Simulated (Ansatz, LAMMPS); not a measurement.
**What do other settings change for ionic liquid triethylsulfonium BF4- with Li salt at 350 K (168 atoms)?**

Density of this cell: 1.24 g/cm³. The cell holds 168 atoms: 36 C, 6 S, 90 H, 7 B, 28 F and 1 Li. Cell: a = 12.118 Å, b = 12.118 Å, c = 12.118 Å, α = 90.0°, β = 90.0°, γ = 90.0°. 6 triethylsulfonium, 7 BF4-, 1 Li+ placed at random, at 1.24 g/cm³; overlaps pushed apart, then 10 ps at 700 K with stiff harmonic cages for PF6 and BF4 with UFF radii; Joung-Cheatham ions (J. Phys. Chem. B 112, 9020 (2008)); MMFF94 bonds, angles, torsions, charges and radii (Halgren, J. Comput. Chem. 17, 490 (1996)) in harmonic and 12-6 forms; charges of ions scaled by 0.8. Snapshot after 30 ps at 350 K and fixed volume.

Geometry: as built.

Reference run: Kohn-Sham DFT, PBE+D4, PAW (set soft_2), plane waves (Ansatz 0.2.0), cutoff 750 eV, Γ point, fixed occupations.

| Property | Result |
| --- | --- |
| r.m.s. force component | 0.9991 eV/Å |
| gap (highest filled to lowest empty level) | 3.597 eV |
| SCF cycles | 10 |
| time | 8.3 s on 8 threads of AMD EPYC 9R45, shared host |

Q: Estimate how much each variant changes the results, and its time and memory.
- support functions medium
- support functions low
- support functions medium, radius 3.34 Å
- support functions medium, radius 3.61 Å
- support functions medium, radius 3.85 Å
- support functions medium, radius 4.13 Å
- support functions medium, radius 4.64 Å
- support functions medium, radius 5.16 Å

Each row is set against the run with plane waves at 750 eV (Kohn-Sham DFT, PBE+D4, PAW (set soft_2), plane waves; r.m.s. force component 0.999 eV/Å). Energies are set beside the reference only for runs with its functional, potentials and electron count. Times are for 8 threads of AMD EPYC 9R45, shared host.

| run | Δ force, r.m.s. (meV/Å) | share of r.m.s. force (%) | Δ energy (meV/atom) | Δ gap (eV) | cycles | time | host memory (GiB) |
| --- | --- | --- | --- | --- | --- | --- | --- |
| reference | - | - | - | - | 10 | 8.3 s | 5.3 |
| support functions medium | 0.435 | 0.0435 | -0.619 | 6.0e-4 | 13 | 36 s | 5.0 |
| support functions low | 0.491 | 0.0491 | -0.618 | 0.0024 | 12 | 32 s | 4.6 |
| support functions medium, radius 3.34 Å | 0.459 | 0.0459 | -0.619 | 4.0e-4 | 13 | 35 s | 4.8 |
| support functions medium, radius 3.61 Å | 0.402 | 0.0403 | -0.619 | 8.0e-4 | 13 | 38 s | 5.3 |
| support functions medium, radius 3.85 Å | 0.36 | 0.0361 | -0.619 | 9.0e-4 | 13 | 48 s | 5.7 |
| support functions medium, radius 4.13 Å | 0.352 | 0.0352 | -0.619 | 6.0e-4 | 14 | 60 s | 6.2 |
| support functions medium, radius 4.64 Å | 0.34 | 0.034 | -0.619 | 6.0e-4 | 14 | 82 s | 7.7 |
| support functions medium, radius 5.16 Å | 0.334 | 0.0334 | -0.619 | 7.0e-4 | 14 | 1.9 min | 9.6 |

Among numerical settings the force difference runs from 0.33 meV/Å (support functions medium, radius 5.16 Å) to 0.49 meV/Å (support functions low). At 168 atoms the fastest of the runs at a preset level, support functions low, takes 3.8 times the time of plane waves, in 12 SCF cycles against 10. Differences between support functions and plane waves include what basis error the plane-wave run still has. As the radius goes from 3.34 to 5.16 Å, the force difference goes from 0.46 to 0.33 meV/Å, and the time from 35 s to 1.9 min. 

[Hosts, paths, dates, database ids (printed as entryN), source tags and the programs' standing remarks are cut or masked in the printed files.]

[The MMFF94 radii named for the starting cell were scaled by 0.96; in molecules described by MMFF94, hydrogen bound to N, O or S took a small fixed 12-6 site in their place.]
